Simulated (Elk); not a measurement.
# Electronic structure of magnetic CmSe2

How do the spin channels of CmSe2 fill?

Calculated with Elk 11.2.3 (patched build); PBE with U = 5.50 eV, J = 0.50 eV on Cm f; all-electron APW+lo, Dirac cores, scalar-relativistic bands.

## (1) Starting point

The structure is tetragonal, space group P4/nmm (No. 129). Conventional cell: a = 4.096 Å, b = 4.096 Å, c = 8.369 Å, α = 90.00°, β = 90.00°, γ = 90.00°. Nearest to Cm lie 9 Se at 3.01 to 3.05 Å. Se has 4 Se at 2.90 Å and 4 Cm at 3.05 Å nearest. Nearest to Se lie 5 Cm at 3.01 Å. Farther neighbours and most contacts between anions are not listed.

Coordinates:

```cif
data_structure
_symmetry_space_group_name_H-M 'P4/nmm:1'
_symmetry_Int_Tables_number 129
_cell_length_a 4.0960
_cell_length_b 4.0960
_cell_length_c 8.3690
_cell_angle_alpha 90.000
_cell_angle_beta 90.000
_cell_angle_gamma 90.000
_cell_volume 140.41
loop_
_atom_site_label
_atom_site_type_symbol
_atom_site_symmetry_multiplicity
_atom_site_Wyckoff_symbol
_atom_site_fract_x
_atom_site_fract_y
_atom_site_fract_z
_atom_site_occupancy
Cm1 Cm 2 c 0.50000 0.00000 0.27000 1
Se1 Se 2 a 0.00000 0.00000 0.00000 1
Se2 Se 2 c 0.50000 0.00000 0.63000 1
```

## (2) The magnetic state

Bands and densities of states are read from a converged potential, so the magnetic state comes first.

This is the lowest of the starts that converged (ferro ++).

The last three numbers of an atom's line are a seed field in its sphere. It points against the wanted moment and shrinks by the factor reducebf each loop.

Contents of elk.in:

```
tasks
  0
  33
  73

xctype
  20

rgkmax
  7.0

nempty
  8

swidth
  0.001

reducebf
  0.7

epsengy
  1e-05

maxscl
  150

lmaxi
  3

spinpol
  .true.

sppath
  './'

avec
  7.74031820647 0.00000000000 0.00000000000
  0.00000000000 7.74031820647 0.00000000000
  0.00000000000 0.00000000000 15.81511793699

atoms
  2
  'Cm.in'
  2
  0.5000000000 0.0000000000 0.2700000000   0.000000 0.000000 -0.750000
  0.0000000000 0.5000000000 0.7300000000   0.000000 0.000000 -0.750000
  'Se.in'
  4
  0.0000000000 0.0000000000 0.0000000000   0.000000 0.000000 0.000000
  0.5000000000 0.5000000000 0.0000000000   0.000000 0.000000 0.000000
  0.5000000000 0.0000000000 0.6300000000   0.000000 0.000000 0.000000
  0.0000000000 0.5000000000 0.3700000000   0.000000 0.000000 0.000000

ngridk
  4 4 2

dft+u
  1 1
  1 3 0.202121 0.018375

plot3d
  0 0 0
  1 0 0
  0 1 0
  0 0 1
  21 21 42
```

On the command line:

```console
$ OMP_NUM_THREADS=4 elk
```

Numbers of over 12 decimals in the logs are rounded to 6 here.

Output:

```text
Warning(init1): few empty states an atom for a second variation :    8.000000000
 they are its basis, with spin, DFT+U, afieldc (12 by default), in Hartree-Fock and RDMFT; 30 and more for pressures
Warning(gndstate): forces or DFT+U at lmaxo under 8 : 6
  [figures from our tests cut]: type lmaxo 8 and lmaxapw 10

--- INFO.OUT ---
┌─────────────────────────┐
│ Elk code version 11.2.3 │
└─────────────────────────┘

All units are atomic (Hartree, Bohr, etc.)

┌─────────────────────────────────────────────────┐
│ Ground-state run starting from atomic densities │
└─────────────────────────────────────────────────┘

Lattice vectors :
   7.740318206       0.000000000       0.000000000
   0.000000000       7.740318206       0.000000000
   0.000000000       0.000000000       15.81511794

Species : 1 (Cm)
 parameters loaded from : Cm.in
 name : curium
 nuclear charge    :   -96.00000000
 electronic charge :    96.00000000
 atomic mass :    450253.4561
 muffin-tin radius :    3.000000000
 number of radial points in muffin-tin :   1593
 inner part over the whole radius :   0.9921970442E-02
 number on inner part of muffin-tin    :   1148
 approximate nuclear radius :   0.1109296213E-03
 number of mesh points to nuclear radius :    609
 atomic positions (lattice), magnetic fields (Cartesian) :
  1 :   0.25000000  0.25000000  0.27000000    0.00000000  0.00000000 -0.75000000
  2 :  -0.25000000 -0.25000000 -0.27000000    0.00000000  0.00000000 -0.75000000

Species : 2 (Se)
 parameters loaded from : Se.in
 name : selenium
 nuclear charge    :   -34.00000000
 electronic charge :    34.00000000
 atomic mass :    143935.2749
 muffin-tin radius :    2.400000000
 number of radial points in muffin-tin :    993
 inner part over the whole radius :   0.9976188588E-02
 number on inner part of muffin-tin    :    703
 approximate nuclear radius :   0.7785908700E-04
 number of mesh points to nuclear radius :    342
 atomic positions (lattice), magnetic fields (Cartesian) :
  1 :  -0.25000000  0.25000000  0.00000000    0.00000000  0.00000000  0.00000000
  2 :   0.25000000 -0.25000000  0.00000000    0.00000000  0.00000000  0.00000000
  3 :   0.25000000  0.25000000 -0.37000000    0.00000000  0.00000000  0.00000000
  4 :  -0.25000000 -0.25000000  0.37000000    0.00000000  0.00000000  0.00000000

Total number of atoms per unit cell :    6
Total muffin-tin volume :    457.8180142
 ratio of muffin-tin to unit cell volume :   0.4831731721

Spin treatment :
 spin-polarised
 global magnetic field (Cartesian) :    0.000000000       0.000000000       0.000000000
 collinear magnetisation in z-direction

Number of Bravais lattice symmetries :   16
Number of crystal symmetries         :   16
Crystal has inversion symmetry
Real symmetric eigensolver will be used

k-point grid :      4     4     2
k-point offset :    0.000000000       0.000000000       0.000000000
k-point set is reduced with full crystal symmetry group
Total number of k-points :       12

Muffin-tin radius times maximum |G+k| :    7.000000000
 using average radius
Maximum |G+k| for APW functions       :    2.692307692
Maximum (1/2)|G+k|²                   :    3.624260355
Maximum |G| for potential and density :    12.00000000
Constant for pseudocharge density :    9
 order of it for each species :   16  16
 order of it for pair densities of each species (exact exchange by exxq0 0: 16) :   13   8
Radial integration step length :    1

G-vector grid sizes :     30    30    63
Number of G-vectors :    27669

Maximum angular momentum used for
 APW functions            :    8
 outer part of muffin-tin :    6
 inner part of muffin-tin :    3

Number of empty states         :     48
Total number of valence states :    198
Total number of core states    :    228

Third-order local-orbitals added for an l without core states : T
Total number of local-orbitals :    134

Exchange-correlation functional :     20     0     0
 Perdew-Burke-Ernzerhof, Phys. Rev. Lett. 77, 3865 (1996)
 gradient requirement :    1
 generalised gradient approximation (GGA)

DFT+U calculation
 fully localised limit (FLL)
 see Phys. Rev. B 52, R5467 (1995)
 species : 1 (Cm), l = 3, U =   0.20212100, J =   0.01837500

Smearing type :    3
 Fermi-Dirac
Smearing width :   0.1000000000E-02
Effective electronic temperature (K) :    315.7750248

Mixing type :    3
 Broyden mixing, J. Phys. A: Math. Gen. 17, L317 (1984)

Kohn-Sham potential initialised from atomic data

┌──────────────────────────────┐
│ Self-consistent loop started │
└──────────────────────────────┘

┌─────────────────┐
│ Loop number : 1 │
└─────────────────┘

Energies :
 Fermi                       :     0.135799
 sum of occupied eigenvalues :     -45403.817336214
 electron kinetic            :      88943.531516664
 core electron kinetic       :      87724.055656559
 Coulomb                     :     -160009.42630434
 Coulomb potential           :     -132504.56952169
 nuclear-nuclear             :     -5459.6410716932
 electron-nuclear            :     -176692.41768904
 Hartree                     :      22142.632456393
 Madelung                    :     -93757.141543493
 xc potential                :     -1841.9255805502
 xc effective B-field        :    -0.969257
 external B-field            :      0.000000
 exchange                    :     -1371.2103327480
 correlation                 :     -18.865193398229
 DFT+U                       :      1.234883
 electron entropic           :    -0.93653213418561E-04
 total energy                :     -72454.735524944
 (external B-field energy excluded from total)

Density of states at Fermi energy :    29.93343668
 (states/Hartree/unit cell)

Estimated indirect band gap :   0.2830423650E-02
 from k-point 8 to k-point 1
Estimated direct band gap   :   0.8275839359E-02
 at k-point 1

Charges :
 core                        :    228.0000000
 valence                     :    100.0000000
 interstitial                :    9.730508938
 muffin-tins (core leakage)
  species : 1 (Cm)
   atom 1                    :    94.07928189     (  0.3685875677E-04)
   atom 2                    :    94.07928189     (  0.3685875677E-04)
  species : 2 (Se)
   atom 1                    :    32.35792516     (  0.5837850291E-04)
   atom 2                    :    32.35792516     (  0.5837850291E-04)
   atom 3                    :    32.69753849     (  0.5835004391E-04)
   atom 4                    :    32.69753849     (  0.5835004391E-04)
 total in muffin-tins        :    318.2694911
 total calculated charge     :    327.9989658
 total charge                :    328.0000000
 error                       :   0.1034216659E-02

Moments :
 interstitial                :   0.3472073434
 muffin-tins
  species : 1 (Cm)
   atom 1                    :    6.798656537
   atom 2                    :    6.798656537
  species : 2 (Se)
   atom 1                    :   0.1833842253E-01
   atom 2                    :   0.1833842253E-01
   atom 3                    :   0.4544306684E-02
   atom 4                    :   0.4544306684E-02
 total in muffin-tins        :    13.64307853
 total moment                :    13.99028588

[... earlier loops left out ...]

┌──────────────────┐
│ Loop number : 21 │
└──────────────────┘

Energies :
 Fermi                       :     0.276258
 sum of occupied eigenvalues :     -45363.403251462
 electron kinetic            :      88949.808525910
 core electron kinetic       :      87725.788969861
 Coulomb                     :     -160014.89944704
 Coulomb potential           :     -132495.77597700
 nuclear-nuclear             :     -5459.6410716932
 electron-nuclear            :     -176711.86155686
 Hartree                     :      22156.603181516
 Madelung                    :     -93767.011458538
 xc potential                :     -1816.4062605761
 xc effective B-field        :     -1.029513
 external B-field            :      0.000000
 exchange                    :     -1371.5061865136
 correlation                 :     -18.863797978269
 DFT+U                       :      1.258667
 electron entropic           :    -0.72908404300506E-04
 total energy                :     -72454.202311741
 (external B-field energy excluded from total)

Density of states at Fermi energy :    23.71537886
 (states/Hartree/unit cell)

Estimated indirect band gap :   0.1392966327E-01
 from k-point 8 to k-point 7
Estimated direct band gap   :   0.2760058325E-01
 at k-point 1

Charges :
 core                        :    228.0000000
 valence                     :    100.0000000
 interstitial                :    9.610006685
 muffin-tins (core leakage)
  species : 1 (Cm)
   atom 1                    :    94.14744894     (  0.3502655474E-04)
   atom 2                    :    94.14744894     (  0.3502655474E-04)
  species : 2 (Se)
   atom 1                    :    32.45987592     (  0.5792205573E-04)
   atom 2                    :    32.45987592     (  0.5792205573E-04)
   atom 3                    :    32.58767179     (  0.5864567341E-04)
   atom 4                    :    32.58767179     (  0.5864567341E-04)
 total in muffin-tins        :    318.3899933
 total calculated charge     :    327.9991209
 total charge                :    328.0000000
 error                       :   0.8791005721E-03

Moments :
 interstitial                :   0.2417173797
 muffin-tins
  species : 1 (Cm)
   atom 1                    :    6.992176823
   atom 2                    :    6.992176823
  species : 2 (Se)
   atom 1                    :  -0.4134593682E-01
   atom 2                    :  -0.4134593682E-01
   atom 3                    :  -0.7171235058E-01
   atom 4                    :  -0.7171235058E-01
 total in muffin-tins        :    13.75823707
 total moment                :    13.99995445

┌──────────────────────────────┐
│ Self-consistent loop stopped │
└──────────────────────────────┘

Warning : forces or DFT+U at lmaxo under 8 : 6

Wrote STATE.OUT
```

Elapsed: 4 min, on 4 threads of Arm Neoverse V1, shared host; peak memory 0.83 GiB; 15 min of CPU time.

Spin moment in the muffin-tin sphere by atom:

| atom | spin moment in the muffin-tin sphere (μB) |
| --- | --- |
| Cm1 | 6.99 |
| Cm2 | 6.99 |
| Se3 | -0.04 |
| Se4 | -0.04 |
| Se5 | -0.07 |
| Se6 | -0.07 |

Read from the output:

- density of states at the Fermi level: 0.8715 states/eV/cell
- moment between the spheres: 0.2417 μB
- magnetization: 14.00 μB
- final state: ferromagnetic

## (3) Bands and density of states

The potential is kept. Point names follow a standard table for this cell's lattice and can differ from other conventions. The density of states is interpolated from the levels on the mesh (so its value at the Fermi level can differ from the smeared one of the ground-state run), and the bands are solved anew along a path of special points.

Changes to elk.in since step 2:

```diff
@@ -1,5 +1,5 @@
 tasks
-  0
-  33
-  73
+  10
+  20
+  15
 
@@ -44,4 +44,4 @@
   2
-  0.5000000000 0.0000000000 0.2700000000   0.000000 0.000000 -0.750000
-  0.0000000000 0.5000000000 0.7300000000   0.000000 0.000000 -0.750000
+  0.5000000000 0.0000000000 0.2700000000   0.000000 0.000000 -0.000750
+  0.0000000000 0.5000000000 0.7300000000   0.000000 0.000000 -0.000750
   'Se.in'
@@ -60,7 +60,14 @@
 
-plot3d
-  0 0 0
-  1 0 0
-  0 1 0
-  0 0 1
-  21 21 42
+wplot
+  300 60 1
+  -0.35000 0.25000
+
+plot1d
+  7 84
+  0.00000000 0.00000000 0.00000000
+  0.00000000 0.50000000 0.00000000
+  0.50000000 0.50000000 0.00000000
+  0.00000000 0.00000000 0.00000000
+  0.00000000 0.00000000 0.50000000
+  0.00000000 0.50000000 0.50000000
+  0.50000000 0.50000000 0.50000000
```

On the command line:

```console
$ OMP_NUM_THREADS=4 elk
```

Output:

```text
┌─────────────────────────────────┐
│ Elk code version 11.2.3 started │
└─────────────────────────────────┘

Info(readinput): the functional depends on the density's gradient
 muffin-tin radial points multiplied by    2.00000
 (not where nrmtscf is given)

┌───────────────────┐
│ Current task : 10 │
└───────────────────┘

Info(findsymcrys): atomic basis shift (lattice) :
  0.7500000000      0.2500000000       0.000000000
See GEOMETRY.OUT for new atomic positions

Info(writedos):
 Total density of states written to TDOS.OUT

 Partial density of states written to PDOS_Sss_Aaaaa.OUT
 for all species and atoms

 Spin-quantisation axis :    0.000000000       0.000000000       1.000000000

 Eigenvalues of a random matrix symmetrised with the site
 symmetries in the Yₗₘ basis written to ELMIREP.OUT for all
 species and atoms. Degenerate eigenvalues correspond to
 irreducible representations of each site symmetry group

 Interstitial density of states written to IDOS.OUT

 Fermi energy is at zero in plots

 DOS units are states/Hartree/unit cell

┌───────────────────┐
│ Current task : 20 │
└───────────────────┘

Info(bandstr):
 Band structure plot written to BAND.OUT

 Fermi energy is at zero in plot

 Vertex location lines written to BANDLINES.OUT

┌───────────────────┐
│ Current task : 15 │
└───────────────────┘

Warning(init1): few empty states an atom for a second variation :    8.000000000
 they are its basis, with spin, DFT+U, afieldc (12 by default), in Hartree-Fock and RDMFT; 30 and more for pressures

Info(writelsj):
 muffin-tin L, S and J expectation values written to LSJ.OUT

┌──────────────────┐
│ Elk code stopped │
└──────────────────┘
```

Wall time 61 s (4 threads); peak memory 1.1 GiB.

The electronic bands at the labelled points (eV, zero at the Fermi level; # counts the bands kept):

| point | up #24 | up #25 | up #26 | up #27 | down #10 | down #11 | down #12 | down #13 |
| --- | --- | --- | --- | --- | --- | --- | --- | --- |
| Γ | -0.51 | -0.11 | 0.90 | 0.90 | -0.47 | 0.64 | 1.00 | 1.00 |
| halfway | -0.65 | -0.46 | -0.44 | 1.48 | -0.74 | -0.49 | -0.46 | 1.87 |
| X | -2.33 | -1.75 | -1.75 | 2.54 | -2.31 | -1.85 | -1.85 | 2.58 |
| halfway | -1.78 | 0.51 | 0.51 | 2.36 | -1.84 | 0.44 | 0.44 | 2.42 |
| M | -1.77 | 2.33 | 2.33 | 3.26 | -1.68 | 2.11 | 2.11 | 2.53 |
| 0.47 of the way | -1.41 | -1.29 | 1.71 | 2.19 | -1.46 | -1.31 | 1.60 | 2.46 |
| Γ | -0.51 | -0.11 | 0.90 | 0.90 | -0.47 | 0.64 | 1.00 | 1.00 |
| 0.43 of the way | -0.72 | 0.04 | 0.95 | 0.95 | -1.03 | 0.80 | 1.00 | 1.00 |
| Z | -0.68 | 0.35 | 1.03 | 1.03 | -1.01 | 0.99 | 1.00 | 1.27 |
| halfway | -1.36 | -0.36 | -0.03 | 1.63 | -1.46 | -0.48 | -0.20 | 1.79 |
| R | -2.05 | -0.88 | -0.87 | 2.77 | -2.15 | -1.11 | -1.11 | 2.58 |
| 0.47 of the way | -1.68 | 0.38 | 0.38 | 2.40 | -1.71 | 0.27 | 0.27 | 2.57 |
| A | -1.82 | 2.25 | 2.26 | 2.33 | -1.71 | 2.11 | 2.11 | 2.36 |

The density of states has structure finer than the step of the table below, so its rows give means over 0.5 eV, whole bins alone (the curve runs from -9.52 to 6.75 eV). Peaks (eV: height): up -5.77: 59.1; down -1.80: 5.64, 2.78: 18.9, 3.10: 29.7, 3.81: 6.55; Cm1 f up -5.77: 28.7; Cm1 f down 3.10: 13.5; Se3 p up -5.17: 0.402, -4.41: 0.360, -3.37: 0.518, -1.80: 0.423.

Table of density of states by energy, zero at the Fermi level; means over each step; values in states/eV/cell:

```csv
energy (eV),up,down,Cm1 f up,Cm1 f down,Se3 p up,Se3 p down
-7.0,0,0,0,0,0,0
-6.5,0.373,0.0124,0.0748,1.9e-5,0.0532,0.00309
-6.0,20.6,0.335,9.45,8.2e-4,0.260,0.0821
-5.5,7.96,1.36,3.66,0.00366,0.109,0.297
-5.0,2.09,1.34,0.270,0.00336,0.255,0.230
-4.5,1.24,1.20,0.0704,0.00488,0.221,0.284
-4.0,2.48,2.12,0.0573,0.00760,0.265,0.252
-3.5,2.69,2.40,0.0395,0.00956,0.303,0.278
-3.0,2.16,2.73,0.0342,0.0165,0.265,0.352
-2.5,3.17,2.87,0.0519,0.0249,0.202,0.218
-2.0,2.65,3.42,0.0450,0.0485,0.215,0.287
-1.5,1.97,1.85,0.0359,0.0344,0.154,0.104
-1.0,1.08,1.12,0.0161,0.0258,0.112,0.133
-0.5,1.14,0.919,0.0129,0.0235,0.197,0.175
0.0,0.651,0.692,0.00639,0.0224,0.135,0.162
0.5,0.737,0.790,0.00609,0.0334,0.193,0.215
1.0,0.659,0.646,0.00459,0.0334,0.180,0.191
1.5,0.706,0.395,0.00495,0.0331,0.111,0.0714
2.0,1.52,0.868,0.00938,0.157,0.0313,0.0168
2.5,2.89,6.91,0.0134,2.35,0.0637,0.0167
3.0,2.16,19.4,0.00772,8.74,0.0549,0.0911
3.5,3.41,2.96,0.0143,0.880,0.105,0.0272
4.0,2.71,3.64,0.0113,0.578,0.0854,0.0286
4.5,3.08,3.62,0.0165,0.252,0.0890,0.0677
5.0,2.27,2.91,0.0134,0.155,0.0911,0.0762
5.5,2.72,2.96,0.0150,0.0956,0.0875,0.0688
6.0,2.08,2.09,0.0130,0.0509,0.0538,0.0535
```

## (4) What came out

```json
{"state": "ferromagnetic", "largest moment": "6.99 μB"}
```

In words: Right at the Fermi level (the table gives means over its steps) the density of states is 0.62 states/eV a cell for spin up and 0.68 for spin down. Within the window shown, the centres of the Cm1 f states of the two spins lie 8.6 eV apart, a rough measure of the splitting of the spins, to which the U adds. The state is the lowest of the starts that converged. These are Kohn–Sham levels without spin–orbit coupling. Open f shells have many stationary orbital fillings, so the state need not be the lowest, and spin-only moments miss the orbital part. Spin–orbit coupling, which these energies lack, is strong in these shells and can change the state in kind. With a GGA and lmaxo under 10 this build's totals carry angular errors that reach some ten meV an atom in oxides, so smaller differences are in doubt.

[Logs and program files are shortened in this print: banners, set-up blocks, solver, clock and traceback lines can be left out without a mark of their own.]

[Logs are printed without paths, hosts, clocks, repeated set-up lines and the standing remarks that a program may print on its own settings, such as how far it seeks lower states.]

[Hosts, paths, dates, database ids (printed as entryN), source tags and the programs' standing remarks are cut or masked in the printed files.]

[Where a cell is said to come from a database of computed structures, the database is the Materials Project.]
